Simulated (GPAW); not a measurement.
# Near-edge structure at the Li K edge of LiRh (P-6m2), part 3 of 3

Aim: the dependence of the Li K near-edge features of LiRh (P-6m2) on volume.

GPAW 26.7.0; X-ray absorption from dipole matrix elements to empty bands, plane-wave PAW LDA.

So far. Step 4 (Spectrum with XCH, Li atom 2): The total-energy difference is 55.89 eV. One term is added: -3.34 eV, since the hole is spin-paired here and a spin-polarised one costs that much less in the free atom (computed apart). The photon energy is then 52.55 eV. The tabulated edge of the element is 54.7 eV. The functional leaves an error in such absolute values: in the free atom LDA prices this hole 1.0 eV below PBE (computed apart), and PBE is itself good to a few eV.

### Step 7. Supercell without a hole, the energy reference

Level of this step: plane-wave PAW DFT, LDA, self-consistent field (GPAW).

The cell changes for the next run, so it gets a reference energy of its own.

The cell differs from the one that the last finished run ended in (a 6.115 → 6.182 Å, b 6.115 → 6.182 Å, c 6.633 → 6.706 Å).

File scf.py:

```python
import numpy as np
from ase import Atoms
from ase.parallel import parprint, paropen
from gpaw import GPAW, PW, FermiDirac, Mixer, MixerDif, setup_paths
from gpaw.test import gen
setup_paths.insert(0, '.')
gen('Li', name='nch1s', xcname='LDA', corehole=(1, 0, 0), write_xml=True)
from gpaw.mpi import world
world.barrier()

atoms = Atoms('Rh8Li8',
    cell=[[-3.89723503, 2.25006969, 4.23828158],
     [3.89723503, -2.25006969, 4.23828158],
     [2.59815669, 4.50013939, -4.23828158]],
    scaled_positions=[[0.04166667, 0.20833333, 0.25],
     [0.54166667, 0.70833333, 0.25],
     [0.91666667, 0.58333333, 0.5],
     [0.41666667, 0.08333333, 0.5],
     [0.29166667, 0.45833333, 0.75],
     [0.79166667, 0.95833333, 0.75],
     [0.66666667, 0.33333333, 0],
     [0.16666667, 0.83333333, 0],
     [0.25, 0.25, 0],
     [0.75, 0.75, 0],
     [0.125, 0.625, 0.25],
     [0.625, 0.125, 0.25],
     [0.5, 0.5, 0.5],
     [0, 0, 0.5],
     [0.875, 0.375, 0.75],
     [0.375, 0.875, 0.75]],
    pbc=True)
atoms.calc = calc = GPAW(legacy_gpaw=True, mode=PW(500, force_complex_dtype=True), xc='LDA', setups={8: 'nch1s'},
    kpts={'size': (4, 4, 4), 'gamma': True}, occupations=FermiDirac(0.1),
    charge=0, mixer=Mixer(0.1, 5, 50), maxiter=150,
    convergence={'density': 0.0001, 'eigenstates': 1e-6}, txt='scf.txt')
energy = atoms.get_potential_energy() + calc.get_reference_energy()
ef = calc.get_fermi_level()
out = dict(energy=energy, fermi=ef, forces=atoms.get_forces().tolist())
parprint(f'all-electron energy {energy:.4f} eV, Fermi level {ef:.4f} eV')
ev = np.array([[calc.get_eigenvalues(k, s) for k in range(len(calc.get_ibz_k_points()))] for s in range(calc.get_number_of_spins())])
out['homo'], out['lumo'], out['counts'] = ev[ev < ef].max(), ev[ev > ef].min(), sorted(set((ev < ef).sum((0, 2)).tolist()))
out['filled'] = (ev[:, 0] < ef).sum(1).tolist()
import json
with paropen('out.json', 'w') as f:
    json.dump(out, f)
```

The run is started by

```
OMP_NUM_THREADS=1 mpirun -n 4 gpaw python scf.py
```

Numbers of over 12 decimals in the logs are rounded to 6 here.

Log:

```text
Input parameters:
  convergence: {density: 0.0001,
                eigenstates: 1e-06}
  kpts: {gamma: True,
         size: (4, 4, 4)}
  maxiter: 150
  mixer: {backend: pulay,
          beta: 0.1,
          method: separate,
          nmaxold: 5,
          weight: 50}
  mode: {ecut: 500.0,
         force_complex_dtype: True,
         name: pw}
  occupations: {fixmagmom: False,
                name: fermi-dirac,
[...]
2s(1) :    -0.105610     0.995217
*s    :     0.894390
2p(0) :    -0.041382     0.995581
*p    :     0.958618
*d    :     0.000000
--------------------------------

Diagonalizing with gridspacing h=0.050

state   all-electron     PAW
-------------------------------
2s:      -0.105610    -0.105589
2p:      -0.041382    -0.041286
*d:                    0.026692
*f:                    0.061621
-------------------------------
all-electron energy -1041758.8773 eV, Fermi level 6.8231 eV
[key lines of the parts left out:]
Converged after 16 iterations.
Dipole moment: (0.422569, -0.243971, 0.003989) |e|*Ang
Free energy:    -89.155581
Fermi level: 6.82314
```

Wall time 2.8 min (4 MPI ranks of Arm Neoverse N1, shared host); peak memory 0.39 GiB.

Reference energy: -1041758.877 eV with the cores included.

### Step 8. Spectrum with XCH, Li atom 2

Shorter bonds are expected to push antibonding states and scattering resonances up, and longer ones down; the cell is scaled to test that.

Changed against the first core-hole run: volume scale from 1 to 0.94.

File xas.py:

```python
import numpy as np
from ase import Atoms
from ase.parallel import parprint, paropen
from gpaw import GPAW, PW, FermiDirac, Mixer, MixerDif, setup_paths
from gpaw.test import gen
setup_paths.insert(0, '.')
gen('Li', name='fch1s', xcname='LDA', corehole=(1, 0, 1), write_xml=True)
from gpaw.mpi import world
world.barrier()

atoms = Atoms('Rh8Li8',
    cell=[[-3.89723503, 2.25006969, 4.23828158],
     [3.89723503, -2.25006969, 4.23828158],
     [2.59815669, 4.50013939, -4.23828158]],
    scaled_positions=[[0.04166667, 0.20833333, 0.25],
     [0.54166667, 0.70833333, 0.25],
     [0.91666667, 0.58333333, 0.5],
     [0.41666667, 0.08333333, 0.5],
     [0.29166667, 0.45833333, 0.75],
     [0.79166667, 0.95833333, 0.75],
     [0.66666667, 0.33333333, 0],
     [0.16666667, 0.83333333, 0],
     [0.25, 0.25, 0],
     [0.75, 0.75, 0],
     [0.125, 0.625, 0.25],
     [0.625, 0.125, 0.25],
     [0.5, 0.5, 0.5],
     [0, 0, 0.5],
     [0.875, 0.375, 0.75],
     [0.375, 0.875, 0.75]],
    pbc=True)
atoms.calc = calc = GPAW(legacy_gpaw=True, mode=PW(500, force_complex_dtype=True), xc='LDA', setups={8: 'fch1s'},
    kpts={'size': (4, 4, 4), 'gamma': True}, occupations=FermiDirac(0.1),
    charge=-1, mixer=Mixer(0.1, 5, 50), maxiter=150,
    convergence={'density': 0.0001, 'eigenstates': 1e-6}, txt='scf.txt')
energy = atoms.get_potential_energy() + calc.get_reference_energy()
ef = calc.get_fermi_level()
out = dict(energy=energy, fermi=ef, forces=atoms.get_forces().tolist())
parprint(f'all-electron energy {energy:.4f} eV, Fermi level {ef:.4f} eV')
ev = np.array([[calc.get_eigenvalues(k, s) for k in range(len(calc.get_ibz_k_points()))] for s in range(calc.get_number_of_spins())])
out['homo'], out['lumo'], out['counts'] = ev[ev < ef].max(), ev[ev > ef].min(), sorted(set((ev < ef).sum((0, 2)).tolist()))
out['filled'] = (ev[:, 0] < ef).sum(1).tolist()

from ase.units import Ha
from gpaw.xas import dipole_matrix_elements
nb = int(calc.get_number_of_electrons() / 2) + 161
top, nb = nb, nb + 8 + nb // 12
nscf = calc.fixed_density(kpts={'size': (5, 5, 5), 'gamma': True}, nbands=nb,
    convergence={'bands': top, 'eigenstates': 5e-3}, maxiter=60, txt='nscf.txt')
cell = atoms.cell.array
ops = [cell.T @ U.T @ np.linalg.inv(cell.T) for U in nscf.wfs.kd.symmetry.op_scc]
E = np.arange(-6, 34, 0.1)
fwhm = np.interp(E, [4, 25], [0.9, 3.5])
Y, X, zero, highest = 0, 0, 1e9, 1e9
for spin in range(nscf.get_number_of_spins()):
    wfs = nscf.wfs
    mine = wfs.bd.get_slice()  # this rank's bands
    A = dipole_matrix_elements(wfs.setups[8])
    eps = np.zeros((wfs.kd.nibzkpts, nb))
    d = np.zeros((3, A.shape[1], wfs.kd.nibzkpts, nb), complex)
    for kpt in wfs.kpt_u:
        if kpt.s == spin and 8 in kpt.P_ani:
            eps[kpt.k, mine] = kpt.eps_n * Ha
            d[:, :, kpt.k, mine] = (kpt.weight * wfs.nspins / 2) ** 0.5 * np.inner(A, kpt.P_ani[8])
    world.sum(eps)
    world.sum(d)
    T = np.einsum('amkn,bmkn->abkn', d, d.conj()).real
    T = sum(np.einsum('ai,ijkn,bj->abkn', R, T, R) for R in ops) / len(ops)
    empty = eps > ef
    zero, highest = min(zero, eps[empty].min()), min(highest, eps[:, top - 1].min())
    lines = [(eps, T, empty)] if spin == 0 else lines + [(eps, T, empty)]
for eps, T, empty in lines:
    f = np.einsum('aakn->akn', T).reshape(3, -1)
    x = eps.ravel() - zero
    w = np.interp(x, E, fwhm) / 2.35482
    g = np.exp(-0.5 * ((E[:, None] - x) / w) ** 2) / (w * (2 * np.pi) ** 0.5)
    Y = Y + (f * empty.ravel()) @ g.T
    X = X + (f * ~empty.ravel()) @ g.T
out.update(E=E.round(2).tolist(), xas=Y.tolist(), xes=X.tolist(), zero=zero, valid=highest - zero, nk=len(eps), nb=nb)
for i in range(0, len(E), 10):
    parprint(f'{E[i]:7.2f}', *(f'{v:10.3e}' for v in Y[:, i]))
import json
with paropen('out.json', 'w') as f:
    json.dump(out, f)
```

The run is started by

```
OMP_NUM_THREADS=1 mpirun -n 4 gpaw python xas.py
```

Log:

```text
Input parameters:
  charge: -1
  convergence: {density: 0.0001,
                eigenstates: 1e-06}
  kpts: {gamma: True,
         size: (4, 4, 4)}
  maxiter: 150
  mixer: {backend: pulay,
          beta: 0.1,
          method: separate,
          nmaxold: 5,
          weight: 50}
  mode: {ecut: 500.0,
         force_complex_dtype: True,
         name: pw}
  occupations: {fixmagmom: False,
[...]
*p    :     0.626952
*d    :     0.000000
--------------------------------

Diagonalizing with gridspacing h=0.050

state   all-electron     PAW
-------------------------------
2s:      -0.451969    -0.451984
2p:      -0.373048    -0.373160
*d:                   -0.093511
*f:                   -0.020693
-------------------------------
all-electron energy -1041703.0892 eV, Fermi level 7.0653 eV
[...]
32.00  1.273e-03  1.283e-03  1.769e-03
  33.00  1.320e-03  1.332e-03  1.495e-03
[key lines of the parts left out:]
Converged after 18 iterations.
Dipole moment: (0.418799, -0.241793, -0.102820) |e|*Ang
Free energy:   -100.756721
Fermi level: 7.06533
```

Elapsed: 13 min, on 4 MPI ranks; peak memory 0.92 GiB; 52 min of CPU time.

```tsv
E (eV)	first run	this run
-2.0	0.00	0.00
-1.0	0.00	0.00
0.0	0.14	0.15
1.0	1.00	1.00
2.0	1.46	1.45
3.0	0.89	0.90
4.0	0.59	0.58
5.0	0.84	0.85
6.0	0.75	0.68
7.0	1.38	1.23
8.0	1.27	1.30
9.0	1.26	1.22
10.0	1.31	1.25
11.0	1.61	1.41
12.0	1.77	1.74
13.0	1.37	1.61
14.0	0.90	1.12
15.0	0.71	0.78
16.0	0.71	0.69
17.0	0.64	0.68
18.0	0.53	0.58
19.0	0.53	0.50
20.0	0.59	0.52
21.0	0.61	0.58
22.0	0.58	0.59
23.0	0.55	0.57
24.0	0.53	0.54
25.0	0.52	0.52
26.0	0.52	0.51
27.0	0.54	0.52
28.0	0.55	0.54
29.0	0.55	0.55
30.0	0.55	0.55
31.0	0.54	0.54
32.0	0.52	0.52
```

The scaled spectrum changes by 9 % r.m.s. The highest intensity below 16 eV goes from 11.8 eV (1.79) to 12.3 eV (1.77).

The photon energy of the zero moves by -0.10 eV.

### Step 9. Supercell without a hole, the energy reference

The cell changes for the next run, so it gets a reference energy of its own.

The cell differs from the one that the last finished run ended in (a 6.182 → 6.434 Å, b 6.182 → 6.434 Å, c 6.706 → 6.980 Å).

scf.py: that of step 7 with these lines changed.

```diff
@@ -11,5 +11,5 @@
 atoms = Atoms('Rh8Li8',
-    cell=[[-3.89723503, 2.25006969, 4.23828158],
-     [3.89723503, -2.25006969, 4.23828158],
-     [2.59815669, 4.50013939, -4.23828158]],
+    cell=[[-4.05647934, 2.34200944, 4.41146133],
+     [4.05647934, -2.34200944, 4.41146133],
+     [2.70431956, 4.68401887, -4.41146133]],
     scaled_positions=[[0.04166667, 0.20833333, 0.25],
```

The run is started by

```
OMP_NUM_THREADS=1 mpirun -n 4 gpaw python scf.py
```

Log:

```text
Input parameters:
  convergence: {density: 0.0001,
                eigenstates: 1e-06}
  kpts: {gamma: True,
         size: (4, 4, 4)}
  maxiter: 150
  mixer: {backend: pulay,
          beta: 0.1,
          method: separate,
          nmaxold: 5,
          weight: 50}
  mode: {ecut: 500.0,
         force_complex_dtype: True,
         name: pw}
  occupations: {fixmagmom: False,
                name: fermi-dirac,
[...]
2s(1) :    -0.105610     0.995217
*s    :     0.894390
2p(0) :    -0.041382     0.995581
*p    :     0.958618
*d    :     0.000000
--------------------------------

Diagonalizing with gridspacing h=0.050

state   all-electron     PAW
-------------------------------
2s:      -0.105610    -0.105589
2p:      -0.041382    -0.041286
*d:                    0.026692
*f:                    0.061621
-------------------------------
all-electron energy -1041758.0383 eV, Fermi level 5.5019 eV
[key lines of the parts left out:]
Converged after 16 iterations.
Dipole moment: (0.577758, -0.333569, 0.003346) |e|*Ang
Free energy:    -88.353987
Fermi level: 5.50187
```

Run time: 4.1 min. Hardware: 4 MPI ranks; peak memory 0.42 GiB; 16 min of CPU time.

Reference energy: -1041758.038 eV with the cores included.

### Step 10. Spectrum with XCH, Li atom 2

Shorter bonds are expected to push antibonding states and scattering resonances up, and longer ones down; the cell is scaled to test that.

Changed against the first core-hole run: volume scale from 1 to 1.06.

xas.py: that of step 8 with these lines changed.

```diff
@@ -11,5 +11,5 @@
 atoms = Atoms('Rh8Li8',
-    cell=[[-3.89723503, 2.25006969, 4.23828158],
-     [3.89723503, -2.25006969, 4.23828158],
-     [2.59815669, 4.50013939, -4.23828158]],
+    cell=[[-4.05647934, 2.34200944, 4.41146133],
+     [4.05647934, -2.34200944, 4.41146133],
+     [2.70431956, 4.68401887, -4.41146133]],
     scaled_positions=[[0.04166667, 0.20833333, 0.25],
@@ -45,3 +45,3 @@
 from gpaw.xas import dipole_matrix_elements
-nb = int(calc.get_number_of_electrons() / 2) + 161
+nb = int(calc.get_number_of_electrons() / 2) + 176
 top, nb = nb, nb + 8 + nb // 12
```

The run is started by

```
OMP_NUM_THREADS=1 mpirun -n 4 gpaw python xas.py
```

Log:

```text
Input parameters:
  charge: -1
  convergence: {density: 0.0001,
                eigenstates: 1e-06}
  kpts: {gamma: True,
         size: (4, 4, 4)}
  maxiter: 150
  mixer: {backend: pulay,
          beta: 0.1,
          method: separate,
          nmaxold: 5,
          weight: 50}
  mode: {ecut: 500.0,
         force_complex_dtype: True,
         name: pw}
  occupations: {fixmagmom: False,
[...]
*p    :     0.626952
*d    :     0.000000
--------------------------------

Diagonalizing with gridspacing h=0.050

state   all-electron     PAW
-------------------------------
2s:      -0.451969    -0.451984
2p:      -0.373048    -0.373160
*d:                   -0.093511
*f:                   -0.020693
-------------------------------
all-electron energy -1041702.0311 eV, Fermi level 5.7149 eV
[...]
32.00  1.508e-03  1.507e-03  1.356e-03
  33.00  1.474e-03  1.472e-03  1.261e-03
[key lines of the parts left out:]
Converged after 19 iterations.
Dipole moment: (0.572681, -0.330637, -0.074586) |e|*Ang
Free energy:    -99.731085
Fermi level: 5.71495
```

It took 18 min on 4 MPI ranks; peak memory 1 GiB; 73 min of CPU time.

```tsv
E (eV)	first run	this run
-2.0	0.00	0.00
-1.0	0.00	0.00
0.0	0.14	0.13
1.0	1.00	1.01
2.0	1.46	1.46
3.0	0.89	0.88
4.0	0.59	0.62
5.0	0.84	0.79
6.0	0.75	0.90
7.0	1.38	1.43
8.0	1.27	1.28
9.0	1.26	1.30
10.0	1.31	1.43
11.0	1.61	1.77
12.0	1.77	1.63
13.0	1.37	1.12
14.0	0.90	0.77
15.0	0.71	0.71
16.0	0.71	0.70
17.0	0.64	0.59
18.0	0.53	0.54
19.0	0.53	0.58
20.0	0.59	0.62
21.0	0.61	0.60
22.0	0.58	0.56
23.0	0.55	0.53
24.0	0.53	0.52
25.0	0.52	0.52
26.0	0.52	0.53
27.0	0.54	0.55
28.0	0.55	0.56
29.0	0.55	0.56
30.0	0.55	0.56
31.0	0.54	0.54
32.0	0.52	0.52
```

The scaled spectrum changes by 9 % r.m.s. The highest intensity below 16 eV goes from 11.8 eV (1.79) to 11.3 eV (1.80).

The photon energy of the zero moves by +0.11 eV.

### Step 11. The volumes side by side

```tsv
volume	nearest distance (Å)	shift of the zero (eV)	maximum 1 (eV above own zero)	maximum 2 (eV above own zero)	maximum 3 (eV above own zero)	maximum 4 (eV above own zero)
0.91	2.568	-0.15	1.9	5.2	7.6	12.6
0.94	2.596	-0.10	1.9	5.1	7.5	12.3
1	2.650	+0.00	1.8	4.9	7.2	11.8
1.06	2.702	+0.11	1.8	4.7	7.0	11.3
```

The curves, each shifted by its zero's change so that they share one photon-energy axis, counted from the zero at V × 1:

```tsv
E (eV)	V × 0.91	V × 0.94	V × 1	V × 1.06
-2.0	0.00	0.00	0.00	0.00
-1.0	0.00	0.00	0.00	0.00
0.0	0.23	0.21	0.14	0.09
1.0	1.12	1.09	1.00	0.88
2.0	1.39	1.43	1.46	1.49
3.0	0.88	0.87	0.89	0.92
4.0	0.58	0.57	0.59	0.61
5.0	0.85	0.85	0.84	0.82
6.0	0.66	0.69	0.75	0.83
7.0	1.23	1.29	1.38	1.43
8.0	1.29	1.28	1.27	1.28
9.0	1.19	1.22	1.26	1.30
10.0	1.23	1.25	1.31	1.39
11.0	1.36	1.44	1.61	1.74
12.0	1.70	1.76	1.77	1.68
13.0	1.65	1.57	1.37	1.17
14.0	1.18	1.07	0.90	0.80
15.0	0.81	0.76	0.71	0.71
16.0	0.69	0.69	0.71	0.71
17.0	0.67	0.67	0.64	0.60
18.0	0.59	0.57	0.53	0.53
19.0	0.49	0.50	0.53	0.58
20.0	0.50	0.53	0.59	0.61
21.0	0.55	0.58	0.61	0.60
22.0	0.58	0.59	0.58	0.57
23.0	0.57	0.56	0.55	0.54
24.0	0.54	0.54	0.53	0.52
25.0	0.52	0.52	0.52	0.52
26.0	0.51	0.52	0.52	0.53
27.0	0.52	0.53	0.54	0.55
28.0	0.53	0.54	0.55	0.56
29.0	0.54	0.55	0.55	0.56
30.0	0.55	0.55	0.55	0.56
31.0	0.54	0.54	0.54	0.54
32.0	0.52	0.52	0.52	0.52
```

### Step 12. Summary of results

| Property | Result |
| --- | --- |
| absorber and edge | Li K, atom 2 of the ground-state input (counted from 1) |
| surroundings | 6 Rh at 2.65 Å and 6 Li at 2.65 Å (anticuboctahedral, as in hcp, site symmetry -6m2) |
| highest intensity below 16 eV | 11.8 eV above the zero, height 1.79 |
| photon energy of the zero, with the added terms | 52.6 eV (raw 55.9 eV; LDA puts this hole about 1 eV below PBE, itself good to a few eV) |

In words: From V × 0.91 to V × 1.06 the nearest distance grows by 0.134 Å and the zero moves by +0.26 eV. Above their own zero, the maxima move from 1.9 to 1.8 eV, from 5.2 to 4.7 eV, from 7.6 to 7.0 eV and from 12.6 to 11.3 eV. The one highest in energy moves most, in the direction that the rule ΔE·R² ≈ constant for scattering resonances gives. The meshes differ between volumes, which adds to the changes. The Li K edge of atom 2, with 6 Rh at 2.65 Å and 6 Li at 2.65 Å (anticuboctahedral, as in hcp, site symmetry -6m2), has its highest intensity of the first 16 eV at 11.8 eV above the zero, near 64 eV in photon energy (LDA puts this hole about 1 eV below PBE, itself good to a few eV), 1.8 times the mean level of the first 20 eV (Gaussian full width 0.9 eV up to 4 eV, rising linearly to 3.5 eV at 25 eV). At the Li K edge of atom 2 polarisation matters most near 1.5 eV, where the curves differ by 1.2 on this scale. The holes are only 6.3 Å apart, so the shape is probably not converged with cell size; no larger cell was run here. The mesh is coarse (0.24 Å⁻¹ between points), so small maxima may be mesh ripples. The structure is a computed Materials Project entry and may be a hypothetical form.

[Banner, clock and machine lines of the logs are left out without a mark of their own.]

[Logs are printed without paths, hosts, clocks, repeated set-up lines and the standing remarks that a program may print on its own settings, such as how far it seeks lower states.]

[Hosts, paths, dates, database ids (printed as entryN), source tags and the programs' standing remarks are cut or masked in the printed files.]

[Lists of maxima count a maximum above −3 eV only where it reaches 4 % of the highest in the window and stands out from its surroundings by 2 % of it (1.5 % where it reaches 55 %); shoulders and weaker maxima are passed over, and of the rest the first, up to two pre-edge ones and the few strongest are named.]
